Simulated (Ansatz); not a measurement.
# SbP (model cell, started as rocksalt type): following an unstable mode, part 2 of 2

Aim: this structure of SbP (model cell, started as rocksalt type) is to be tested for unstable modes, and one is followed downhill.

Ansatz 0.2.0; DFT PBEsol, scalar-relativistic, plane waves, norm-conserving pseudopotentials.

So far, highest frequency on the path or at a solved wavevector (cm⁻¹): step 2 (phonons on a q mesh) 278. Also lowest frequency on the path (cm⁻¹): step 2 -172.

The structure was built from a prototype and need not be the compound's stable phase.

### Step 6. Relaxing from the distorted cell

Starting from the lowest point found, all atoms and the cell are let go, so that strain and other modes of the same symmetry can join in.

input.yaml

```yaml
crystal:
  lattice:
    - [0.0, 2.7784949752, 2.7784949752]
    - [2.7784949752, 0.0, 2.7784949752]
    - [2.7784949752, 2.7784949752, 0.0]
  atoms:
    - { symbol: Sb, position: [-0.0064088151, 0.0064088151, -0.0064088151] }
    - { symbol: P, position: [0.5251934953, 0.4748065047, 0.5251934953] }
kpoints:
  mp_grid: { grid: [12, 12, 12] }
hamiltonian:
  xc: pbesol
  pseudopotentials: { kind: nc }
scf:
  occupations: { method: methfessel_paxton, width: 0.15 }
output:
  forces: true
  stress: true
  eigenvalues: true
relax:
  adjacent_minimum: "off"
  f_tol: 0.002
  max_steps: 120
  cell: { stress_tol: 0.03 }
```

Run with:

```sh
> ansatz run input.yaml --threads 4 --pin off --max-ram 7168MiB --backend cpu --events-out ev --progress --plain --runs-dir out
```

Numbers of over 12 decimals in the logs are rounded to 6 here.

The program printed:

```text
[...]
Crystal: 2 atoms, lattice volume = 42.900 Å³
Basis set: ecut = 1088.45545 eV, 3479 PW (Γ), exchange–correlation on 90×90×90 points (8 copies of the dense FFT grid, shifted against one another)
Bands: 14, of which v1, the nominal top of the filled ones, is band 10 counted from 1 (9 counted from 0)
Symmetry: 8 space group operations
[...]
k-points: 163 of 1728 (time reversal used)
[...]
SCF iter   1: F=—  HF=-2658.086470 eV  |F-HF|=—  |Δ(HF+E_count)|=         —  Δρ=2.63e-2  dr2=4.52e-1  ethr=3.10e-3  ⟨swp⟩=6.3  Hψ=14070  notcnv=0
[...]
SCF iter   7: F=-2657.971581 eV  HF=-2657.971581 eV  |F-HF|=3.78e-8  |Δ(HF+E_count)|=   8.42e-8  S|Δr|=    0.00e0  Δρ=1.59e-5  dr2=5.30e-8  ethr=5.00e-10  ⟨swp⟩=7.4  Hψ=12312  notcnv=0
SCF 1 converged in 7 iterations: F = -2657.971581 eV  dr2 = 5.30e-8
relax step   1: F+E_penalty+E_count = -2657.97158091 eV  Δ(F+E_penalty+E_count) = +0.000e0 eV  max|allowed force component| = 8.445e-2 eV/Å  Δτ_max = 0.0000 Å  P = +1.270 GPa  Ω = 42.900 Å³  (7 SCF iters, dr2 threshold 1.00e-7 eV, accepted)
Crystal: 2 atoms, lattice volume = 44.445 Å³
Basis set: ecut = 1088.45545 eV, 3679 PW (Γ), exchange–correlation on 90×90×90 points (8 copies of the dense FFT grid, shifted against one another)
[...]
SCF iter   5: F=-2657.975183 eV  HF=-2657.975183 eV  |F-HF|=2.05e-8  |Δ(HF+E_count)|=   2.97e-8  S|Δr|=    0.00e0  Δρ=2.08e-5  dr2=1.90e-7  ethr=1.00e-9  ⟨swp⟩=5.1  Hψ=12964  notcnv=0
SCF 2 converged in 5 iterations: F = -2657.975183 eV  dr2 = 1.90e-7
relax step   2: F+E_penalty+E_count = -2657.97518312 eV  Δ(F+E_penalty+E_count) = -3.602e-3 eV  max|allowed force component| = 9.317e-2 eV/Å  Δτ_max = 0.0232 Å  P = -1.067 GPa  Ω = 44.445 Å³  energy of the carried Pulay correction = -7.394e-4 eV  (5 SCF iters, dr2 threshold 2.00e-7 eV, accepted)
Crystal: 2 atoms, lattice volume = 43.950 Å³
Basis set: ecut = 1088.45545 eV, 3591 PW (Γ), exchange–correlation on 90×90×90 points (8 copies of the dense FFT grid, shifted against one another)
[...]
SCF iter   4: F=-2657.977287 eV  HF=-2657.977287 eV  |F-HF|=6.98e-9  |Δ(HF+E_count)|=   1.81e-7  S|Δr|=    0.00e0  Δρ=1.18e-5  dr2=5.72e-8  ethr=1.00e-9  ⟨swp⟩=4.9  Hψ=12032  notcnv=0
SCF 3 converged in 4 iterations: F = -2657.977287 eV  dr2 = 5.72e-8
relax step   3: F+E_penalty+E_count = -2657.97728732 eV  Δ(F+E_penalty+E_count) = -2.104e-3 eV  max|allowed force component| = 5.738e-2 eV/Å  Δτ_max = 0.0014 Å  P = -0.206 GPa  Ω = 43.950 Å³  energy of the carried Pulay correction = -5.054e-4 eV  (4 SCF iters, dr2 threshold 2.00e-7 eV, accepted)
[...]
relax step   4: F+E_penalty+E_count = -2657.97768596 eV  Δ(F+E_penalty+E_count) = -3.986e-4 eV  max|allowed force component| = 1.543e-2 eV/Å  Δτ_max = 0.0042 Å  P = -0.053 GPa  Ω = 43.934 Å³  energy of the carried Pulay correction = -4.980e-4 eV  (4 SCF iters, dr2 threshold 2.00e-7 eV, accepted)
[...]
relax step   5: F+E_penalty+E_count = -2657.97771899 eV  Δ(F+E_penalty+E_count) = -3.304e-5 eV  max|allowed force component| = 8.164e-4 eV/Å  Δτ_max = 0.0013 Å  P = -0.002 GPa  Ω = 43.928 Å³  energy of the carried Pulay correction = -4.950e-4 eV  (3 SCF iters, dr2 threshold 7.75e-8 eV, accepted)
[...]
relax step   6: F+E_penalty+E_count = -2657.97837436 eV  Δ(F+E_penalty+E_count) = -6.554e-4 eV  max|allowed force component| = 7.853e-4 eV/Å  Δτ_max = 0.0000 Å  P = +0.047 GPa  Ω = 43.928 Å³  stress off target by 6.05e-2 GPa  SCF on the basis re-selected at this cell (its energy is not comparable with the rows above)  (5 SCF iters)
[...]
relax step   7: F+E_penalty+E_count = -2657.97836340 eV  Δ(F+E_penalty+E_count) = +1.095e-5 eV  max|allowed force component| = 1.614e-3 eV/Å  Δτ_max = 0.0008 Å  P = +0.007 GPa  Ω = 43.963 Å³  energy of the carried Pulay correction = -1.665e-5 eV  (4 SCF iters, dr2 threshold 9.15e-9 eV, accepted)
[...]
SCF iter   4: F=-2657.978383 eV  HF=-2657.978383 eV  |F-HF|=1.36e-12  |Δ(HF+E_count)|=  1.14e-11  S|Δr|=    0.00e0  Δρ=1.50e-7  dr2=4.88e-12  ethr=1.00e-12  ⟨swp⟩=6.2  Hψ=12177  notcnv=0
SCF 8 converged in 4 iterations: F = -2657.978383 eV  dr2 = 4.88e-12
relax step   8: F+E_penalty+E_count = -2657.97838266 eV  Δ(F+E_penalty+E_count) = -1.925e-5 eV  max|allowed force component| = 1.610e-3 eV/Å  Δτ_max = 0.0000 Å  P = +0.008 GPa  Ω = 43.963 Å³  stress off target by 8.50e-3 GPa  SCF on the basis re-selected at this cell (its energy is not comparable with the rows above)  (4 SCF iters)
[...]
SCF converged after 4 iterations
[...]
Free energy (F): -2657.978383 eV
[...]
Internal energy: -2657.978059 eV  (E = F + TS)
E sigma→0 (E₀):  -2657.978302 eV
Entropy (-TS):   -0.000324 eV (-0.162 meV/atom)
Fermi energy:    10.781663 eV
[...]
--- Forces (eV/Å), atoms counted from 1 ---
  atom   1  Sb    -0.00000000     0.00161036     0.00000000
  atom   2  P     -0.00000000    -0.00161028    -0.00000000
  max |Σ_I F_I| component: 8.01e-8 eV/Å
--- Stress (GPa, compression-positive) ---
        0.008499       0.000000      -0.000000
        0.000000       0.006411      -0.000000
       -0.000000      -0.000000       0.008499
  P = ⅓ Tr σ = 0.0078 GPa (0.078 kbar)
--- Band table (eV; the first three rows and the last of 163) ---
  k-point 0: bands = [... 6 lower, 6.8639, 8.5491, 8.7584, 8.7584, 14.0893, 14.0893, 14.7401, 15.6773]
  k-point 1: bands = [... 6 lower, 6.2054, 8.5987, 8.7633, 9.1627, 13.8077, 13.8557, 14.3566, 15.7381]
  k-point 2: bands = [... 6 lower, 4.9863, 8.6054, 8.7892, 9.7751, 13.0664, 13.2887, 13.5496, 15.9215]
  k-point 162: bands = [... 6 lower, 2.3483, 4.7990, 6.4803, 6.4803, 12.5619, 16.7879, 16.7879, 18.3487]
--- Relaxed structure (6 steps of the walk, 6 accepted, 2 SCFs on fresh bases) ---
  F+E_penalty+E_count = -2657.97838266 eV   max|allowed force component| = 1.610e-3 eV/Å   (the final SCF, on the basis selected at the relaxed cell)
  cell:  # Å, volume = 43.9628 Å³
    - [0, 2.815542, 2.794129]
    - [2.794129, 0, 2.794129]
    - [2.794129, 2.815542, 0.0]
  atoms:
    - { symbol: Sb, position: [-0.011446, 0.011446, -0.011446] }
    - { symbol: P, position: [0.530231, 0.469769, 0.530231] }
```

Run time: 59 s. Hardware: 4 threads of Arm Neoverse V2, shared host; peak memory 0.63 GiB; 3.9 min of CPU time.

Step by step:

```csv
step,energy less that of the first step (eV),largest force component (eV/Å),pressure (GPa),volume (Å³)
1,0.0000,0.0844,1.27,42.90
2,-0.0036,0.0932,-1.07,44.44
3,-0.0057,0.0574,-0.21,43.95
4,-0.0061,0.0154,-0.05,43.93
5,-0.0061,0.0008,0.00,43.93
6*,-0.0068,0.0008,0.05,43.93
7,-0.0068,0.0016,0.01,43.96
8*,-0.0068,0.0016,0.01,43.96
```

Relaxation steps marked * repeat the geometry before them on a plane-wave basis chosen anew for their cell, so energy and pressure can jump there.

The run keeps the 8 symmetry operations that it works with, so distortions that break them were not tested.

```csv
"conventional cell, symmetrised",before,after,change
a (Å),3.929,3.951,+0.6 %
b (Å),3.929,3.951,+0.6 %
c (Å),5.557,5.631,+1.3 %
volume (Å³/atom),21.45,21.98,+2.5 %
```

The atoms that moved most (Å, as changes of fractional coordinates times the final cell):

```csv
atom,dx,dy,dz,length
Sb1,0.000,-0.028,0.000,0.028
P2,0.000,0.028,0.000,0.028
```

The relaxed structure:

```xyz
2
Lattice="0.0000 2.8155 2.7941 2.7941 0.0000 2.7941 2.7941 2.8155 0.0000" Properties=species:S:1:pos:R:3 pbc="T T T"
Sb    0.0000   -0.0645    0.0000
P     2.7941    2.9858    2.7941
```

Numbers from this step:

```
pressure        : 0.007803 GPa
volume per atom : 21.98 Å³
```

The distorted start has space group I4mm; the relaxation ends in I4mm.

### Step 7. The new phase in its own primitive cell

The relaxed structure is symmetrised, reduced to its primitive cell and relaxed tightly, as its phonons need.

input.yaml, the sections that differ from step 6:

```yaml
crystal:
  lattice:
    - [-1.9757477131, 1.9757477131, 2.8155424473]
    - [1.9757477131, -1.9757477131, 2.8155424473]
    - [1.9757477131, 1.9757477131, -2.8155424473]
  atoms:
    - { symbol: Sb, position: [0.9885537586, 0.9885537586, 0.0] }
    - { symbol: P, position: [0.5302309216, 0.5302309216, 0.0] }
kpoints:
  mp_grid: { grid: [14, 14, 14] }
relax:
  adjacent_minimum: "off"
  f_tol: 0.001
  max_steps: 60
  cell: { stress_tol: 0.01 }
# hamiltonian, scf, output: as in step 6
```

The program printed:

```text
[...]
Crystal: 2 atoms, lattice volume = 43.963 Å³
Basis set: ecut = 1088.45545 eV, 3591 PW (Γ), exchange–correlation on 90×90×90 points (8 copies of the dense FFT grid, shifted against one another)
Bands: 14, of which v1, the nominal top of the filled ones, is band 10 counted from 1 (9 counted from 0)
Symmetry: 8 space group operations
[...]
k-point 243: bands = [... 6 lower, 2.3496, 4.7938, 6.4787, 6.4787, 12.5600, 16.7844, 16.7844, 18.3475]
--- Relaxed structure (3 steps of the walk, 3 accepted, 1 SCFs on fresh bases) ---
[...]
cell:  # Å, volume = 43.9679 Å³
    - [-1.975973, 1.975973, 2.815231]
    - [1.975973, -1.975973, 2.815231]
    - [1.975973, 1.975973, -2.815231]
  atoms:
    - { symbol: Sb, position: [0.988636, 0.988636, 0] }
    - { symbol: P, position: [0.530148, 0.530148, 0] }
[key lines of the parts left out:]
SCF converged after 5 iterations
Free energy (F): -2657.978675 eV
Fermi energy:    10.757795 eV
P = ⅓ Tr σ = -0.0012 GPa (-0.012 kbar)
```

Elapsed: 44 s, on 4 threads; peak memory 0.76 GiB.

Little changed from the start: no atom moved by 0.005 Å and no cell edge by 0.1 %.

This step gave:

- pressure: -0.001151 GPa

The largest force component left is 0.90 meV/Å and the pressure is -0.001 GPa, within the tolerances set. The cell now holds 21.98 Å³/atom.

### Step 8. Modes of the new phase, k-mesh 14×14×14

A relaxed structure may still be a saddle point, so its zone-centre modes are computed. No field response is asked, since the mesh shows no gap.

input.yaml, the sections that differ from step 7:

```yaml
crystal:
  lattice:
    - [-1.9759733759, 1.9759733759, 2.8152310602]
    - [1.9759733759, -1.9759733759, 2.8152310602]
    - [1.9759733759, 1.9759733759, -2.8152310602]
  atoms:
    - { symbol: Sb, position: [0.988636198, 0.988636198, 0.0] }
    - { symbol: P, position: [0.5301484822, 0.5301484822, 0.0] }
output:
  eigenvalues: true
phonons:
  method: dfpt
# kpoints, hamiltonian, scf: as in step 7
# relax: removed
```

The program printed:

```text
zone centre: on kpoints.mp_grid the ground state, and the responses unless they are solved on pairs of k-points, stand on 428 of the mesh's 2744 k-points, reduced under 4 symmetry operations, with k and −k counted as one. Each operation leaves every solved displacement unchanged or reverses it
[...]
Crystal: 2 atoms, lattice volume = 43.968 Å³
Basis set: ecut = 1088.45545 eV, 3591 PW (Γ), exchange–correlation on 90×90×90 points (8 copies of the dense FFT grid, shifted against one another)
Bands: 14, of which v1, the nominal top of the filled ones, is band 10 counted from 1 (9 counted from 0)
Symmetry: 8 space group operations
k-points: 428 of 2744 (irreducible under 4 space group operations, time reversal used)
[...]
SCF iter   1: F=—  HF=-2658.094754 eV  |F-HF|=—  |Δ(HF+E_count)|=         —  Δρ=2.62e-2  dr2=4.60e-1  ethr=3.10e-3  ⟨swp⟩=6.3  Hψ=37090  notcnv=0
[...]
SCF iter  10: F=-2657.978675 eV  HF=-2657.978675 eV  |F-HF|=1.36e-12  |Δ(HF+E_count)|=  1.36e-12  S|Δr|=    0.00e0  Δρ=9.00e-8  dr2=3.02e-12  ethr=1.00e-12  ⟨swp⟩=7.5  Hψ=32508  notcnv=0
SCF 1 converged in 10 iterations: F = -2657.978675 eV  dr2 = 3.02e-12
DFPT response loops at Γ: preconditioner auto → Kerker (q_TF=auto, 2.393 Å⁻¹) (partly filled bands, converged f_vac=0.000); β = 1.00, the filter's whole step (`scf.mixing.beta` (0.50) is not read by the response loops under this deck's `scf.mixing.preconditioner`; to damp them name `kerker` or `kerker_dos`, under which they read `scf.mixing.beta`, and type it under 1.00, their step now; both keys bind the ground state too); Broyden in place of MSR1
SCF converged after 10 iterations
[...]
Free energy (F): -2657.978675 eV
[...]
Internal energy: -2657.979270 eV  (E = F + TS)
E sigma→0 (E₀):  -2657.978824 eV
Entropy (-TS):   0.000595 eV (0.298 meV/atom)
Fermi energy:    10.757795 eV
[...]
--- Band table (eV; the first three rows and the last of 428) ---
  k-point 0: bands = [... 6 lower, 6.8614, 8.5478, 8.7574, 8.7574, 14.0891, 14.0891, 14.7416, 15.6766]
  k-point 1: bands = [... 6 lower, 6.2859, 8.3778, 8.5913, 9.5007, 13.3269, 13.9843, 14.7755, 15.8104]
  k-point 2: bands = [... 6 lower, 5.3975, 7.9475, 8.1762, 10.7130, 11.7419, 13.7115, 14.8709, 15.6160]
  k-point 427: bands = [... 6 lower, 2.3496, 4.7938, 6.4787, 6.4787, 12.5600, 16.7844, 16.7844, 18.3475]
--- Phonons (Γ-DFPT): 4 representative perturbations + reference, on 428 of 2744 k-points (Σ response iterations 14) ---
  k mesh reduced under 4 symmetry operations, with k and −k counted as one. Each operation leaves every solved displacement unchanged or reverses it
  ASR residual: 1.103e-4 → 0.000e0 eV/Å²; symmetrization residual: 7.480e-6 eV/Å²
  ASR residual per site (eV/Å²): 1.10e-4 2.22e-5
  Γ frequencies (cm⁻¹): -124.23 -124.23 0.00 0.00 0.00 220.47
  non-analytic LO–TO correction: not included (Born effective charges unavailable; polar crystals: no LO–TO splitting at Γ)
```

The job ended after 99 s (4 threads; peak memory 3.4 GiB; 6.4 min of CPU time).

Numbers from this step:

```yaml
sum_rule_residual_before_enforcement: 1.10e-4 eV/Å²
point_group: 4mm
highest_optical_mode_at_the_zone_centre_no_lo_to_term: 220.5 cm⁻¹
lowest_optical_zone_centre_mode: -124.2 cm⁻¹
```

Patterns of degenerate modes are one choice out of their space. The modes at Γ (shares of kinetic energy by element, %) (negative means imaginary):

```csv
mode,frequency (cm⁻¹),symmetry,Sb %,P %
1,-124.2,E,20,80
2,-124.2,E,20,80
3,0.0,acoustic,80,20
4,0.0,acoustic,80,20
5,0.0,acoustic,80,20
6,220.5,A1,20,80
```

Displacements in mode 1 (-124.2 cm⁻¹), the largest set to 1:
```
Sb1 -0.25 -0.04  0.00
P2   1.00  0.14  0.00
```

Displacements in mode 6 (220.5 cm⁻¹), the largest set to 1:
```
Sb1  0.00  0.00 -0.25
P2   0.00  0.00  1.00
```

Before it was imposed, the acoustic sum rule was missed by 1.1e-4 eV/Å². Small misses are needed for a sound result but don't prove that mesh and cutoff are converged. The lowest optical mode is imaginary, 124.2i cm⁻¹, so the energy falls along it.

### Step 9. Summary of results

| Item | Value |
| --- | --- |
| unstable mode of the parent | q = (0, 0, 0), 172i cm⁻¹ |
| depth at the lowest point sampled | 11.9 meV/atom |
| largest atomic shift at that point | 0.14 Å |
| space group reached (within 0.01 Å) | I4mm |
| energy gained over the parent (first relaxation, on the mesh of the frozen mode) | 15.3 meV/atom |
| volume per atom, phase reached | 22.0 Å³ |
| lowest optical zone-centre mode, phase reached | -124 cm⁻¹ |
| highest optical mode at the zone centre (no LO-TO term), phase reached | 220 cm⁻¹ |

What this shows: Along this mode the structure falls into I4mm, 15.3 meV/atom below the parent. At the parent's cell the well is 11.94 meV/atom deep on the steps tried, with its lowest point at a shift of 0.14 Å. Relaxing atoms and cell changes the gain by +3.36 meV/atom against the lowest step (energies at zero smearing). The new phase still has an imaginary mode at the zone centre of its cell, so it is a saddle point on the way to a lower structure. Of the 3 patterns followed to their end from this parent, this one ends 13.8 meV/atom above the lowest, R3m. Each path keeps the symmetry of its pattern, so a lower phase may lie along a pattern not tried. With no gap, or one that is small against the smearing, the frequencies hang on the k mesh and the smearing, most of all near Kohn anomalies. A semilocal functional can close a gap that the real compound would have, so the metallic treatment may be an artefact of the level. Spin-orbit coupling is left out, which can matter for the heavy elements here. A phonon run warned that its eigensolver left some bands unconverged in a pass. The starting cell was built on a prototype and not taken from a measurement, so the phase need not exist.

[Logs are printed without paths, hosts, clocks, repeated set-up lines and the standing remarks that a program may print on its own settings, such as how far it seeks lower states.]

[Hosts, paths, dates, database ids (printed as entryN), source tags and the programs' standing remarks are cut or masked in the printed files.]
